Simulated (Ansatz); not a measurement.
# From PBE to G0W0: SrTiO3 (I4/mcm)

Aim: the quasiparticle gap of SrTiO3 (I4/mcm), starting from PBE.

Program: Ansatz 0.2.0. Level of theory: PBE, then G0W0 on it, plane waves, PAW. Results are calculated unless marked as measured.

**1. Set-up**

Symmetry: I4/mcm, No. 140, tetragonal system. Conventional cell: a = 5.511 Å, b = 5.511 Å, c = 7.796 Å, α = 90.00°, β = 90.00°, γ = 90.00°. Nearest to Sr lie 12 O at 2.73 to 2.78 Å. Nearest to Ti lie 6 O at 1.95 Å. O has 2 Ti at 1.95 Å and 4 Sr at 2.76 Å nearest. Nearest to O lie 2 Ti at 1.95 Å and 4 Sr at 2.73 to 2.78 Å. Farther neighbours and most contacts between anions are not listed.

The cell and positions come from the Crystallography Open Database and are kept as given unless a step says otherwise. The default PAW set here is soft_2. Its files were made with PBE.

**2. Bands along the symmetry lines**

Levels along a band path and on the mesh show where this functional puts the band edges.

This step: DFT, PBE, plane waves, PAW.

input.yaml

```yaml
crystal:
  lattice:
    - [-2.7555, 2.7555, 3.898]
    - [2.7555, -2.7555, 3.898]
    - [2.7555, 2.7555, -3.898]
  atoms:
    - { symbol: Sr, position: [0.75, 0.25, 0.5] }
    - { symbol: Sr, position: [0.25, 0.75, 0.5] }
    - { symbol: Ti, position: [0.0, 0.0, 0.0] }
    - { symbol: Ti, position: [0.5, 0.5, 0.0] }
    - { symbol: O, position: [0.25, 0.25, 0.0] }
    - { symbol: O, position: [0.75, 0.75, 0.0] }
    - { symbol: O, position: [0.7451, 0.2451, 0.9902] }
    - { symbol: O, position: [0.2451, 0.2549, 0.5] }
    - { symbol: O, position: [0.2549, 0.7549, 0.0098] }
    - { symbol: O, position: [0.7549, 0.7451, 0.5] }
kpoints:
  mp_grid: { grid: [6, 6, 6] }
  band_path:
    path:
      - [[0.0, 0.0, 0.0], [0.0, 0.0, 0.5], [0.25, 0.25, 0.25], [0.0, 0.5, 0.0], [0.0, 0.0, 0.0], [0.5, 0.5, -0.5], [0.37492725, 0.62507275, -0.37492725]]
      - [[-0.37492725, 0.37492725, 0.37492725], [0.0, 0.0, 0.0]]
      - [[0.0, 0.0, 0.5], [-0.24985449, 0.24985449, 0.5]]
      - [[0.5, 0.5, -0.24985449], [0.5, 0.5, -0.5]]
    npoints: 10
hamiltonian:
  xc: pbe
scf:
  occupations: { method: fermi_dirac, width: 0.02 }
  n_extra_bands: 7
output:
  eigenvalues: true
  forces: true
  stress: true
  write_density: true
  write_potential: true
  elf: true
  volumetric_format: npy
```

Launch:

```bash
$ ansatz run input.yaml --threads 3 --pin off --max-ram 92160MiB --backend cuda --events-out ev --progress --plain --runs-dir out --devices 1 --max-vram 13GiB  # rebuilt from the run's record
```

Numbers of over 12 decimals in the logs are rounded to 6 here.

The log of the run:

```text
scf.n_extra_bands = 7 over 40 filled bands (N_el = 80.0): the run solves 47 bands
GPUs: using 1 of 1 available (devices: 1).
Engine: ansatz 0.2.0, x86_64-unknown-linux-gnu
Pseudopotentials: kind: paw
Pseudopotential: Sr, paw, valence charge 10, recommended cutoff 420 eV (normal), Sr.paw.azcp
Pseudopotential: Ti, paw, valence charge 12, recommended cutoff 420 eV (normal), Ti.paw.azcp
Pseudopotential: O, paw, valence charge 6, recommended cutoff 420 eV (normal), O.paw.azcp
Functional definition: PBE
  parameter kappa = 0.804
  parameter beta = 0.066725
  exchange = pbe_x(kappa = kappa, mu = beta*pi^2/3)
  correlation = pbe_c(beta = beta)
device memory: the entry about to start is reckoned to put 2.5 GiB on a device that reports 60.6 GiB free (of which the cap on the GPU budget leaves the run 13.0 GiB)
GPU FFT provider: cuFFT
GPU libraries: cuBLAS 13.8.2, cuFFT 12.4.0, cuSOLVER 12.3.4
Crystal: 10 atoms, lattice volume = 118.387 Å³
Basis set: ecut = 420 eV, 2277 PW (Γ), exchange–correlation on 80×80×80 points (8 copies of the dense FFT grid, shifted against one another)
Bands: 47, of which v1, the nominal top of the filled ones, is band 40 counted from 1 (39 counted from 0)
Symmetry: 16 space group operations
Space group: I4/mcm (ITA 140), of the structure as read, at distance tolerance 4.9e-5 Å
k-points: 30 of 216
Non-local potential: Sr, projectors of the file, l = 0: 3, l = 1: 2, l = 2: 2
Non-local potential: Ti, projectors of the file, l = 0: 3, l = 1: 2, l = 2: 3, l = 3: 1
Non-local potential: O, projectors of the file, l = 0: 2, l = 1: 2, l = 2: 1
PAW form: soft (Blöchl's): semilocal exchange-correlation on the pseudo side does not see the compensation charge
PAW one-centre angular grid: Sr, 110 points (default); XC on 64 Gauss nodes
PAW one-centre angular grid: Ti, 590 points (default); XC on 64 Gauss nodes
PAW one-centre angular grid: O, 110 points (default); XC on 64 Gauss nodes
Initial density: superposition of atomic densities (neutral atoms: chi_scale 0, normalization atom), corrected by the library's trained network
Initial wavefunctions: pseudopotential atomic-orbital guess
GPU buffer pool allocated for 64000 grid points (all kernels)
GPU transforms: local potential and band sums: pruned to the plane-wave sphere, on 40×40×40
Functional: x = pbe(κ = 0.804, μ = 0.219515), c = pbe(β = 0.066725)
SCF iter   1: F=—  HF=-15508.914121 eV  |F-HF|=—  |Δ(HF+E_count)|=         —  Δρ=1.96e-3  dr2=2.14e-3  ethr=1.77e-3  ⟨swp⟩=12.4  Hψ=7314  notcnv=0
preconditioner: auto → Resta (q_TF=auto, 2.556 Å⁻¹)  ε∞=6.4  [insulator: Δε(μ)=1.886 eV  Ē_g=11.378 eV  σ=0.020 eV  W_gap=1.00  n_scr=26 (ndim 8)  ℏωp=26.4 eV  f_vac=0.000  D(μ)=0.00/eV (n_scr^D=0)  ε∞_Penn≈6.4]
SCF iter   2: F=—  HF=-15508.916293 eV  |F-HF|=—  |Δ(HF+E_count)|=   2.17e-3  Δρ=9.43e-4  dr2=3.64e-4  ethr=2.68e-6  ⟨swp⟩=3.3  Hψ=3452  notcnv=0  defer=29
SCF iter   3: F=—  HF=-15508.916603 eV  |F-HF|=—  |Δ(HF+E_count)|=   3.10e-4  Δρ=1.22e-4  dr2=1.45e-5  ethr=4.55e-7  ⟨swp⟩=2.0  Hψ=1828  notcnv=0  defer=30
SCF iter   4: F=—  HF=-15508.916366 eV  |F-HF|=—  |Δ(HF+E_count)|=   2.37e-4  Δρ=2.82e-5  dr2=1.44e-6  ethr=1.82e-8  ⟨swp⟩=2.0  Hψ=1927  notcnv=0  defer=30
SCF iter   5: F=—  HF=-15508.916366 eV  |F-HF|=—  |Δ(HF+E_count)|=   5.97e-8  Δρ=1.80e-5  dr2=2.45e-7  ethr=1.80e-9  ⟨swp⟩=2.0  Hψ=2296  notcnv=0  defer=30
SCF iter   6: F=-15508.916366 eV  HF=-15508.916366 eV  |F-HF|=1.13e-10  |Δ(HF+E_count)|=   3.71e-8  Δρ=2.55e-6  dr2=6.29e-9  ethr=1.25e-10  ⟨swp⟩=14.1  Hψ=11649  notcnv=0
SCF 1 converged in 6 iterations: F = -15508.916366 eV  dr2 = 6.29e-9
  greatest PAW one-centre occupation: 0.999 electrons in one spin orbital (limit 2), on the Ti atom at site 3 (counted from 0), in its partial waves of l = 0
device memory: the entry about to start is reckoned to put 2.7 GiB on a device that reports 59.1 GiB free (of which the cap on the GPU budget leaves the run 13.0 GiB)
NSCF: frozen V_eff on 94 k-points
SCF converged after 6 iterations
Free energy (F): -15508.916366 eV
Harris-Foulkes:  -15508.916366 eV  (|F-HF|=1.13e-10)
Internal energy: -15508.916366 eV  (E = F + TS)
E sigma→0 (E₀):  -15508.916366 eV
Fermi energy:    11.027328 eV
--- Per-component energies (eV) ---
  E_band       = -402.766623
  E_kinetic    = 2098.514331
  E_local      = -4752.502003  (includes V_loc(G=0)·N_el)
  E_nonlocal   = 696.187101
  E_hartree    = 1664.763900
  E_xc         = -993.729429
  E_vxc        = -1145.582889  (∫ρ·V_xc dr)
  E_paw        = -8427.701870  (= ΣΔE_a)
  E_vpaw       = -628.928850  (= ΣTr[D̂ρ^β])
  E_aug_tail   = 0.015243  (compensation charges beyond the density's cutoff)
  E_ewald      = -5794.463639
  E_smearing   = -0.000000  (= −TS)
  E_closure    = -0.000000  (closes the sum)
  Σ components = -15508.916366   (vs F -15508.916366, Δ=0.00e0)
--- Forces (eV/Å), atoms counted from 1 ---
  atom   1  Sr     0.00000000    -0.00000000     0.00000000
  atom   2  Sr    -0.00000000     0.00000000     0.00000000
  atom   3  Ti    -0.00000000     0.00000000     0.00000000
  atom   4  Ti    -0.00000000     0.00000000    -0.00000000
  atom   5  O      0.00000000    -0.00000000     0.00000000
  atom   6  O      0.00000000     0.00000000     0.00000000
  atom   7  O     -0.01131475    -0.01131475     0.00000000
  atom   8  O      0.01131475    -0.01131475     0.00000000
  atom   9  O      0.01131475     0.01131475    -0.00000000
  atom  10  O     -0.01131475     0.01131475     0.00000000
  max |Σ_I F_I| component: 3.47e-18 eV/Å
--- Stress (GPa, compression-positive) ---
        5.454992       0.000000       0.000000
        0.000000       5.454992      -0.000000
        0.000000       0.000000       5.443751
  P = ⅓ Tr σ = 5.4512 GPa (54.512 kbar)
--- Band table (eV; the first three rows and the last of 30) ---
  k-point 0: bands = [... 36 lower, 9.7345, 10.0668, 10.0728, 10.0728, 11.9762, 11.9762, 11.9770, 14.4395, ... 3 higher]
  k-point 1: bands = [... 36 lower, 9.5846, 9.7484, 9.7496, 10.0512, 12.0163, 12.5511, 12.5523, 14.3684, ... 3 higher]
  k-point 2: bands = [... 36 lower, 9.0161, 9.4180, 9.4180, 10.0084, 12.0996, 13.4873, 13.4881, 14.0510, ... 3 higher]
  k-point 29: bands = [... 36 lower, 8.5129, 9.3580, 9.3580, 9.9861, 12.1445, 13.8945, 13.8945, 13.9400, ... 3 higher]
```

Run time: 11 s. Hardware: 1 × NVIDIA H100 80GB HBM3 (shared by 6 runs) with 3 threads of AMD EPYC 7R13 (Zen 3), shared host; peak memory 0.99 GiB.

Reading the cycles: dr2 is the Hartree energy of the density residual (eV), the measure of convergence; HF is the Harris–Foulkes estimate of the energy, which meets the free energy F at convergence.

Numbers from this step:

```
pressure             : 5.451 GPa
filled bands         : 40
gap                  : 1.903 eV
valence top at       : Γ
conduction bottom at : Γ
least direct gap     : 1.903 eV
```

Over mesh and path the gap is 1.903 eV, direct, at k = Γ. The pressure in this cell is 5 GPa; the cell is kept.

Electronic bands along the path, in eV, zero at the top of the highest nominally filled band:

```csv
point,band 37,band 38,band 39,band 40,band 41,band 42,band 43,band 44
Γ,-0.34,-0.01,0.00,0.00,1.90,1.90,1.90,4.37
halfway,-0.67,-0.58,-0.58,-0.04,1.98,2.97,2.97,4.13
X,-1.56,-0.72,-0.72,-0.09,2.07,3.84,3.84,3.85
halfway,-1.36,-1.05,-0.92,-0.21,2.38,3.62,3.84,3.85
P,-1.31,-1.31,-0.64,-0.64,3.03,3.03,3.84,3.84
halfway,-1.14,-1.14,-0.64,-0.64,3.15,3.15,3.66,3.66
N,-0.90,-0.90,-0.62,-0.62,3.40,3.40,3.45,3.45
halfway,-0.75,-0.40,-0.40,-0.19,2.44,2.53,2.53,4.19
Γ,-0.34,-0.01,0.00,0.00,1.90,1.90,1.90,4.37
halfway,-0.67,-0.58,-0.58,-0.05,1.99,2.97,2.97,4.13
M,-1.56,-0.71,-0.71,-0.09,2.07,3.82,3.82,3.87
halfway,-1.55,-0.92,-0.81,-0.15,2.23,3.77,3.79,3.85
S,-1.44,-1.26,-1.01,-0.31,2.62,3.58,3.64,3.86
jump to S0,-1.44,-1.26,-1.01,-0.31,2.62,3.58,3.64,3.86
halfway,-0.80,-0.66,-0.52,-0.28,2.56,2.69,2.92,3.93
Γ,-0.34,-0.01,0.00,0.00,1.90,1.90,1.90,4.37
jump to X,-1.56,-0.72,-0.72,-0.09,2.07,3.84,3.84,3.85
halfway,-1.36,-1.05,-0.92,-0.21,2.38,3.62,3.84,3.85
R,-1.31,-1.31,-0.64,-0.64,3.03,3.03,3.84,3.84
jump to G,-1.31,-1.31,-0.64,-0.64,3.03,3.03,3.84,3.84
halfway,-1.36,-1.05,-0.92,-0.21,2.38,3.61,3.83,3.84
M,-1.56,-0.71,-0.71,-0.09,2.07,3.82,3.82,3.87
```

Electrostatic potential energy in the ac plane of the conventional cell at fractional y = 0.000, with atoms of Sr and Ti and O within 0.2 Å of it. With pseudopotentials it is smooth inside the atoms' cores, unlike the true potential.

Ten even steps from '0' (-101 eV) to '9' (14 eV), each cell a mean:
```
668999999999876
779999999999987
899999888999999
789998534799998
579997100589986
579997100489986
789998523799997
899999888999999
779999999999987
668999999999976
668999999999876
678999999999976
889999999999998
899999766899999
689997301689996
579997100489985
679997301689996
899999766899998
889999999999998
678999999999976
668999999999876
```
Columns run along a (5.5 Å; values clipped at the 3rd and 97th percentile), rows up along c (7.8 Å), edges of the conventional cell, whose origin can differ from the input's. Atoms in or near the plane, at fractional coordinates: Sr at (0.50, 0.75), Sr at (0.50, 0.25), Ti at (0.00, 0.00), Ti at (0.00, 0.50), O at (0.00, 0.25), O at (0.00, 0.75).

Valence density in the ac plane of the conventional cell at fractional y = 0.000, with atoms of Sr and Ti and O within 0.2 Å of it. It is the smooth field of the valence electrons, not physical close to the nuclei.

Ten even steps from '_' (0.04 × 1e0 e/Å³) to '@' (9.45 × 1e0 e/Å³), each cell a mean:
```
%%==______________________::##
--..________________________::
______________________________
::..________..::::..________::
**--______..::::::..______..++
**--______..::::::..______..++
::..________..::::..________::
______________________________
::..________________________::
%%==______________________::##
@@++..____________________--%%
++::______________________..==
..__________________________..
..__________......__________..
==::________::::::..______..--
##--______..::..::::______..**
==::________::::::..______..--
..__________......__________..
..____________________________
++::______________________..==
@@++..____________________--%%
```
Columns run along a (5.5 Å), rows up along c (7.8 Å), edges of the conventional cell, whose origin can differ from the input's. Atoms in or near the plane, at fractional coordinates: Sr at (0.50, 0.75), Sr at (0.50, 0.25), Ti at (0.00, 0.00), Ti at (0.00, 0.50), O at (0.00, 0.25), O at (0.00, 0.75).

(Part 1 of 2 ends here.)

[Paths, hosts, dates, memory and timing lines, banners, echoed tables and standing remarks are left out of the program output.]

[Logs are printed without paths, hosts, clocks, repeated set-up lines and the standing remarks that a program may print on its own settings, such as how far it seeks lower states.]

[Runs of the session that timed out or met a known fault of the program may be left out.]

[Cells called generated may have been cut or substituted from an entry of the Crystallography Open Database or the Materials Project.]

[Hosts, paths, dates, database ids (printed as entryN), source tags and the programs' standing remarks are cut or masked in the printed files.]

[Where an RPA ε∞ is given, it is that of the G0W0 mesh and is not shown converged in it. Names of k-points follow the symmetry that the program found, which can be lower than the space group named. Band edges on a path are those of the sampled points; other points can move an edge, and change direct to indirect where valleys lie close.]

[Hybrid gaps are those of their k-mesh and are not shown converged in it.]
